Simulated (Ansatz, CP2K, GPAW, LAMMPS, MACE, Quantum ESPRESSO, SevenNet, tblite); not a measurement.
# CP2K runs on amorphous Ge (66 atoms), part 2 of 3

How do the settings of CP2K change the result for amorphous Ge (66 atoms)? A plane-wave run serves as the yardstick.

Program: CP2K 2026.2; the method stands at each step. Banners, paths, timers and routine set-up lines are dropped from the logs unmarked, and long logs keep their key lines alone; longer cuts are marked.

So far. Step 2 (PBE, DZVP-UZH, 350/50 Ry, diagonalisation): Forces lie 12 % from the reference's, at 0.22 times its CPU time (on 2 against 4 cores). Step 3 (PBE, TZV2P-UZH, 350/50 Ry, diagonalisation): Against the first run (12 %), the force difference from the reference is 5.4 %, at 3.4 times the CPU time (on 4 against 2 cores), with 1914 basis functions against 858: the larger basis brings the forces nearer.

## (4) PBE, DZVP-UZH, 489/50 Ry, diagonalisation

Method: Kohn-Sham DFT, PBE, GTH-PBE pseudopotentials, Gaussian and plane waves, DZVP-MOLOPT (UZH set), diagonalisation.

input.inp

```
&GLOBAL
  PROJECT cell
  RUN_TYPE ENERGY_FORCE
  PRINT_LEVEL LOW
&END GLOBAL
&FORCE_EVAL
  METHOD QS
  STRESS_TENSOR ANALYTICAL
  &DFT
    BASIS_SET_FILE_NAME BASIS_MOLOPT_UZH
    POTENTIAL_FILE_NAME POTENTIAL_UZH
    &MGRID
      CUTOFF 489
      REL_CUTOFF 50
    &END MGRID
    &QS
      EPS_DEFAULT 1.0E-12
    &END QS
    &SCF
      SCF_GUESS ATOMIC
      EPS_SCF 5.0E-06
      MAX_SCF 200
      ADDED_MOS 29
      &DIAGONALIZATION
        ALGORITHM STANDARD
      &END DIAGONALIZATION
      &SMEAR ON
        METHOD FERMI_DIRAC
        ELECTRONIC_TEMPERATURE [K] 580
      &END SMEAR
      &MIXING
        METHOD BROYDEN_MIXING
        ALPHA 0.15
        NBROYDEN 12
      &END MIXING
      &PRINT
        &RESTART OFF
        &END RESTART
      &END PRINT
    &END SCF
    &XC
      &XC_FUNCTIONAL PBE
      &END XC_FUNCTIONAL
    &END XC
    &PRINT
      &MULLIKEN ON
      &END MULLIKEN
      &HIRSHFELD ON
        SHAPE_FUNCTION DENSITY
      &END HIRSHFELD
      &MO ON
        EIGENVALUES T
        OCCUPATION_NUMBERS T
        MO_INDEX_RANGE 121 144
        &EACH
          QS_SCF 0
        &END EACH
        ADD_LAST NUMERIC
      &END MO
    &END PRINT
  &END DFT
  &SUBSYS
    &CELL
      A 11.53150 0.00000 0.00000
      B 0.00000 11.53150 0.00000
      C 0.00000 0.00000 11.53150
    &END CELL
    &COORD
      Ge 8.95479 7.46249 11.02677
      Ge 5.30172 0.69177 1.13389
      Ge 3.77945 4.35579 9.07379
      Ge 8.16349 11.32774 3.66794
      Ge 11.45458 5.76771 8.79138
      Ge 2.11384 8.92423 8.53446
      Ge 5.20474 6.58137 9.39552
      Ge 1.53450 5.97251 0.48894
      Ge 6.99778 6.42893 1.66019
      Ge 4.41622 0.09721 7.66660
      Ge 5.71317 0.37339 3.61132
      Ge 0.48917 3.46452 3.43028
      Ge 0.89438 7.52926 10.13561
      Ge 4.04513 10.06608 3.99959
      Ge 2.78590 11.07093 9.44845
      Ge 4.02380 10.39841 11.51340
      Ge 2.44918 3.86040 11.16906
      Ge 10.83592 7.78296 3.22963
      Ge 3.09563 3.25488 3.73851
      Ge 8.94072 1.27515 1.84769
[... 42 atom lines left out ...]
      Ge 1.97823 10.95527 4.92199
      Ge 3.72329 2.71671 1.37963
      Ge 0.75151 0.99817 9.22428
      Ge 9.24988 5.28108 0.88112
    &END COORD
    &KIND Ge
      BASIS_SET DZVP-MOLOPT-PBE-GTH-q4
      POTENTIAL GTH-PBE-q4
    &END KIND
  &END SUBSYS
  &PRINT
    &FORCES ON
    &END FORCES
    &STRESS_TENSOR ON
    &END STRESS_TENSOR
  &END PRINT
&END FORCE_EVAL
```

The run is started by

```console
$ OMP_NUM_THREADS=1 mpirun -np 4 cp2k.psmp -i input.inp > output.txt
```

Numbers of over 12 decimals in the logs are rounded to 6 here.

Output:

```text
CP2K| version string:                                       CP2K version 2026.2
 CP2K| Input file name                                                 input.inp
 GLOBAL| Basis set file name                                    BASIS_MOLOPT_UZH
 GLOBAL| Potential file name                                       POTENTIAL_UZH
 GLOBAL| Run type                                                   ENERGY_FORCE
 GLOBAL| Total number of message passing processes                             4
 GLOBAL| Number of threads for this process                                    1
 TOTAL NUMBERS AND MAXIMUM NUMBERS
  Total number of            - Atomic kinds:                                   1
                             - Atoms:                                         66
[... lines left out ...]
                        Smear method:                                FERMI_DIRAC
[... lines left out ...]
 Number of electrons:                                                        264
[... lines left out ...]
  Step     Update method      Time    Convergence         Total energy    Change
[... lines left out ...]
  *** SCF run converged in    17 steps ***
[... lines left out ...]
  Fermi energy:                                                 0.149370
  Total energy:                                              -258.720971
  Total energy (extrapolated to T->0):                       -258.716909
[... lines left out ...]
 MO| E(Fermi):            0.149370 a.u.          4.064562 eV
[... lines left out ...]
 !-----------------------------------------------------------------------------!
 !-----------------------------------------------------------------------------!
                           Hirshfeld Charges
  #Atom  Element  Kind  Ref Charge     Population                    Net charge
      1       Ge     1       4.000          3.982                         0.018
      2       Ge     1       4.000          4.011                        -0.011
      3       Ge     1       4.000          3.988                         0.012
[...]
65       Ge     1       4.000          3.995                         0.005
     66       Ge     1       4.000          4.012                        -0.012
  Total Charge                                                           -0.000
 !-----------------------------------------------------------------------------!
 ENERGY| Total FORCE_EVAL ( QS ) energy [hartree]           -258.720909
 FORCES| Atomic forces [hartree/bohr]
 FORCES|   Atom     x               y               z               |f|
 FORCES|      1  3.59723475E-03  1.24705734E-03  2.33296959E-03   4.46519843E-03
 FORCES|      2 -5.53269563E-03  1.90335656E-03  6.42299914E-03   8.68840636E-03
 FORCES|      3  1.98001016E-03 -3.90457775E-03  9.66510980E-04   4.48333705E-03
[...]
FORCES|     65  4.60496962E-03 -2.93574676E-04 -2.86401742E-03   5.43088640E-03
 FORCES|     66  2.40530597E-03 -4.07459267E-03 -2.01362422E-03   5.14222567E-03
 FORCES| Sum     6.84458036E-08 -1.09675005E-07 -1.91736255E-08
 FORCES| Total atomic force                                       1.30694540E-07
 STRESS| Analytical stress tensor [bar]
 STRESS|                        x                   y                   z
 STRESS|      x        4.43218425486E+04   2.56228327603E+03   2.75935978869E+03
 STRESS|      y        2.56228327603E+03   4.42797200358E+04   1.06385634839E+04
 STRESS|      z        2.75935978869E+03   1.06385634839E+04   2.01046948621E+04
 STRESS| 1/3 Trace                                             3.62354191488E+04
```

It took 2.1 min on 4 MPI ranks of Intel Xeon Platinum 8259CL at 2.50GHz (Skylake/Cascade Lake), shared host; peak memory 5 GiB.

Against the reference:

| Item | Value |
| --- | --- |
| r.m.s. force component | 0.2364 eV/Å |
| r.m.s. difference of force components | 28.18 meV/Å |
| longest difference of force vectors | 89.75 meV/Å |
| force difference over r.m.s. force | 12.22 % |
| slope of forces against the reference's | 1.018 |
| correlation of force components | 0.993 |
| pressure | 3.623 GPa |
| pressure difference | 0.8338 GPa |
| energy less the same-level run's | 0.0001 meV/atom |
| r.m.s. force difference from the same-level run | 0.002 meV/Å |

Against the first run (12 %), the force difference from the reference is 12 %, at 1.6 times the CPU time (on 4 against 2 cores): the change moves forces by under 0.01 meV/Å r.m.s., so most of the difference comes from elsewhere.

## (5) TPSS, PBE potentials, DZVP-UZH, 350/50 Ry, diagonalisation

Method: Kohn-Sham DFT, TPSS, GTH-PBE pseudopotentials, Gaussian and plane waves, DZVP-MOLOPT (UZH set), diagonalisation.

input.inp, as its differences from that of step 4:

```diff
@@ -12,3 +12,3 @@
     &MGRID
-      CUTOFF 489
+      CUTOFF 350
       REL_CUTOFF 50
@@ -41,3 +41,3 @@
     &XC
-      &XC_FUNCTIONAL PBE
+      &XC_FUNCTIONAL TPSS
       &END XC_FUNCTIONAL
@@ -67,5 +67,6 @@
     &END CELL
-    &COORD
-[... 66 atom lines left out: the same atoms as in the first run ...]
-    &END COORD
+    &TOPOLOGY
+      COORD_FILE_NAME structure.xyz
+      COORD_FILE_FORMAT XYZ
+    &END TOPOLOGY
     &KIND Ge
```

structure.xyz

```xyz
66

[... 66 atom lines left out: the same atoms as in the first run ...]
```

Output:

```text
CP2K| version string:                                       CP2K version 2026.2
 CP2K| Input file name                                                 input.inp
 GLOBAL| Basis set file name                                    BASIS_MOLOPT_UZH
 GLOBAL| Potential file name                                       POTENTIAL_UZH
 GLOBAL| Run type                                                   ENERGY_FORCE
 GLOBAL| Total number of message passing processes                             4
 GLOBAL| Number of threads for this process                                    1
 TOTAL NUMBERS AND MAXIMUM NUMBERS
  Total number of            - Atomic kinds:                                   1
                             - Atoms:                                         66
[... lines left out ...]
                        Smear method:                                FERMI_DIRAC
[... lines left out ...]
 Number of electrons:                                                        264
[... lines left out ...]
  Step     Update method      Time    Convergence         Total energy    Change
[... lines left out ...]
  *** SCF run converged in    17 steps ***
[... lines left out ...]
  Fermi energy:                                                 0.150870
  Total energy:                                              -258.287798
  Total energy (extrapolated to T->0):                       -258.283957
[... lines left out ...]
 MO| E(Fermi):            0.150870 a.u.          4.105372 eV
[... lines left out ...]
 !-----------------------------------------------------------------------------!
 !-----------------------------------------------------------------------------!
                           Hirshfeld Charges
  #Atom  Element  Kind  Ref Charge     Population                    Net charge
      1       Ge     1       4.000          3.984                         0.016
      2       Ge     1       4.000          4.011                        -0.011
      3       Ge     1       4.000          3.988                         0.012
[...]
65       Ge     1       4.000          3.993                         0.007
     66       Ge     1       4.000          4.012                        -0.012
  Total Charge                                                           -0.000
 !-----------------------------------------------------------------------------!
 ENERGY| Total FORCE_EVAL ( QS ) energy [hartree]           -258.287714
 FORCES| Atomic forces [hartree/bohr]
 FORCES|   Atom     x               y               z               |f|
 FORCES|      1  3.73324918E-03  1.45180071E-03  2.10165072E-03   4.52347328E-03
 FORCES|      2 -5.37454501E-03  9.40364026E-04  6.55048173E-03   8.52518795E-03
 FORCES|      3  1.79033013E-03 -4.32940715E-03  1.08058770E-03   4.80798482E-03
[...]
FORCES|     65  4.50856894E-03 -3.85284442E-04 -2.99247273E-03   5.42499134E-03
 FORCES|     66  3.11517019E-03 -4.33423410E-03 -2.22282072E-03   5.78193760E-03
 FORCES| Sum    -2.25924312E-06 -1.93034423E-05  4.37261423E-05
 FORCES| Total atomic force                                       4.78508368E-05
 STRESS| Analytical stress tensor [bar]
 STRESS|                        x                   y                   z
 STRESS|      x        4.65785179855E+04   2.54872382167E+03   3.03066951256E+03
 STRESS|      y        2.54872382167E+03   4.64107472328E+04   1.06455104163E+04
 STRESS|      z        3.03066951256E+03   1.06455104163E+04   2.23726772175E+04
 STRESS| 1/3 Trace                                             3.84539808119E+04
```

The job ended after 3.4 min (4 MPI ranks; peak memory 3.8 GiB).

Compared with the plane-wave run:

| Item | Value |
| --- | --- |
| r.m.s. force component | 0.2436 eV/Å |
| r.m.s. difference of force components | 38.87 meV/Å |
| longest difference of force vectors | 121.1 meV/Å |
| force difference over r.m.s. force | 16.86 % |
| slope of forces against the reference's | 1.044 |
| correlation of force components | 0.9881 |
| pressure | 3.845 GPa |
| pressure difference | 1.056 GPa |

Against the first run (12 %), the force difference from the reference is 17 %, at 2.6 times the CPU time (on 4 against 2 cores); the model has changed, so this is no error of the program alone.

## (6) PBE, DZVP-MOLOPT (SR for Ge), 350/50 Ry, diagonalisation

Method: Kohn-Sham DFT, PBE, GTH-PBE pseudopotentials, Gaussian and plane waves, DZVP-MOLOPT-GTH, diagonalisation.

input.inp, as its differences from that of step 5:

```diff
@@ -9,4 +9,4 @@
   &DFT
-    BASIS_SET_FILE_NAME BASIS_MOLOPT_UZH
-    POTENTIAL_FILE_NAME POTENTIAL_UZH
+    BASIS_SET_FILE_NAME BASIS_MOLOPT
+    POTENTIAL_FILE_NAME GTH_POTENTIALS
     &MGRID
@@ -41,3 +41,3 @@
     &XC
-      &XC_FUNCTIONAL TPSS
+      &XC_FUNCTIONAL PBE
       &END XC_FUNCTIONAL
@@ -67,8 +67,32 @@
     &END CELL
-    &TOPOLOGY
-      COORD_FILE_NAME structure.xyz
-      COORD_FILE_FORMAT XYZ
-    &END TOPOLOGY
+    &COORD
+      SCALED
+      Ge 0.77655 0.64714 0.95623
+      Ge 0.45976 0.05999 0.09833
+      Ge 0.32775 0.37773 0.78687
+      Ge 0.70793 0.98233 0.31808
+      Ge 0.99333 0.50017 0.76238
+      Ge 0.18331 0.77390 0.74010
+      Ge 0.45135 0.57073 0.81477
+      Ge 0.13307 0.51793 0.04240
+      Ge 0.60684 0.55751 0.14397
+      Ge 0.38297 0.00843 0.66484
+      Ge 0.49544 0.03238 0.31317
+      Ge 0.04242 0.30044 0.29747
+      Ge 0.07756 0.65293 0.87895
+      Ge 0.35079 0.87292 0.34684
+      Ge 0.24159 0.96006 0.81936
+      Ge 0.34894 0.90174 0.99843
+      Ge 0.21239 0.33477 0.96857
+      Ge 0.93968 0.67493 0.28007
+      Ge 0.26845 0.28226 0.32420
+      Ge 0.77533 0.11058 0.16023
+[... 42 atom lines left out ...]
+      Ge 0.17155 0.95003 0.42683
+      Ge 0.32288 0.23559 0.11964
+      Ge 0.06517 0.08656 0.79992
+      Ge 0.80214 0.45797 0.07641
+    &END COORD
     &KIND Ge
-      BASIS_SET DZVP-MOLOPT-PBE-GTH-q4
+      BASIS_SET DZVP-MOLOPT-SR-GTH-q4
       POTENTIAL GTH-PBE-q4
```

The run is started by

```console
$ OMP_NUM_THREADS=2 cp2k.psmp -i input.inp > output.txt
```

Output:

```text
CP2K| version string:                                       CP2K version 2026.2
 CP2K| Input file name                                                 input.inp
 GLOBAL| Basis set file name                                        BASIS_MOLOPT
 GLOBAL| Potential file name                                      GTH_POTENTIALS
 GLOBAL| Run type                                                   ENERGY_FORCE
 GLOBAL| Total number of message passing processes                             1
 GLOBAL| Number of threads for this process                                    2
 TOTAL NUMBERS AND MAXIMUM NUMBERS
  Total number of            - Atomic kinds:                                   1
                             - Atoms:                                         66
[... lines left out ...]
                        Smear method:                                FERMI_DIRAC
[... lines left out ...]
 Number of electrons:                                                        264
[... lines left out ...]
  Step     Update method      Time    Convergence         Total energy    Change
[... lines left out ...]
  *** SCF run converged in    16 steps ***
[... lines left out ...]
  Fermi energy:                                                 0.150380
  Total energy:                                              -258.704200
  Total energy (extrapolated to T->0):                       -258.700156
[... lines left out ...]
 MO| E(Fermi):            0.150380 a.u.          4.092044 eV
[... lines left out ...]
 !-----------------------------------------------------------------------------!
 !-----------------------------------------------------------------------------!
                           Hirshfeld Charges
  #Atom  Element  Kind  Ref Charge     Population                    Net charge
      1       Ge     1       4.000          3.982                         0.018
      2       Ge     1       4.000          4.011                        -0.011
      3       Ge     1       4.000          3.988                         0.012
[...]
65       Ge     1       4.000          3.994                         0.006
     66       Ge     1       4.000          4.012                        -0.012
  Total Charge                                                           -0.000
 !-----------------------------------------------------------------------------!
 ENERGY| Total FORCE_EVAL ( QS ) energy [hartree]           -258.704201
 FORCES| Atomic forces [hartree/bohr]
 FORCES|   Atom     x               y               z               |f|
 FORCES|      1  3.72660275E-03  1.09436834E-03  2.24708882E-03   4.48716150E-03
 FORCES|      2 -5.13453646E-03  1.66621078E-03  6.61233390E-03   8.53596407E-03
 FORCES|      3  2.21380186E-03 -3.73619481E-03  1.22733179E-03   4.51291631E-03
[...]
FORCES|     65  4.56901801E-03 -3.56333670E-04 -3.02779917E-03   5.49276498E-03
 FORCES|     66  2.72798262E-03 -4.05960651E-03 -2.15602558E-03   5.34516048E-03
 FORCES| Sum     7.04227983E-08  1.91887634E-07  4.75838247E-07
 FORCES| Total atomic force                                       5.17882489E-07
 STRESS| Analytical stress tensor [bar]
 STRESS|                        x                   y                   z
 STRESS|      x        4.64826150207E+04   2.53233755046E+03   2.70416457252E+03
 STRESS|      y        2.53233755046E+03   4.66200586902E+04   1.04976136953E+04
 STRESS|      z        2.70416457252E+03   1.04976136953E+04   2.27642698813E+04
 STRESS| 1/3 Trace                                             3.86223145307E+04
```

It took 2.1 min on 2 threads; peak memory 2.2 GiB.

Compared with the plane-wave run:

| Item | Value |
| --- | --- |
| r.m.s. force component | 0.2347 eV/Å |
| r.m.s. difference of force components | 24.34 meV/Å |
| longest difference of force vectors | 83.21 meV/Å |
| force difference over r.m.s. force | 10.56 % |
| slope of forces against the reference's | 1.013 |
| correlation of force components | 0.9947 |
| pressure | 3.862 GPa |
| pressure difference | 1.073 GPa |

Against the first run (12 %), the force difference from the reference is 11 %, at 0.69 times the CPU time, with 858 basis functions against 858; this set comes with other potentials too, so the change isn't the basis's alone.

[end of part 2 of 3]

[Also dropped from logs without a mark: logging warnings of Python, and SIESTA's first energy breakdown and zero terms.]

[Logs are printed without paths, hosts, clocks, repeated set-up lines and the standing remarks that a program may print on its own settings, such as how far it seeks lower states.]

[Hosts, paths, dates, database ids (printed as entryN), source tags and the programs' standing remarks are cut or masked in the printed files.]
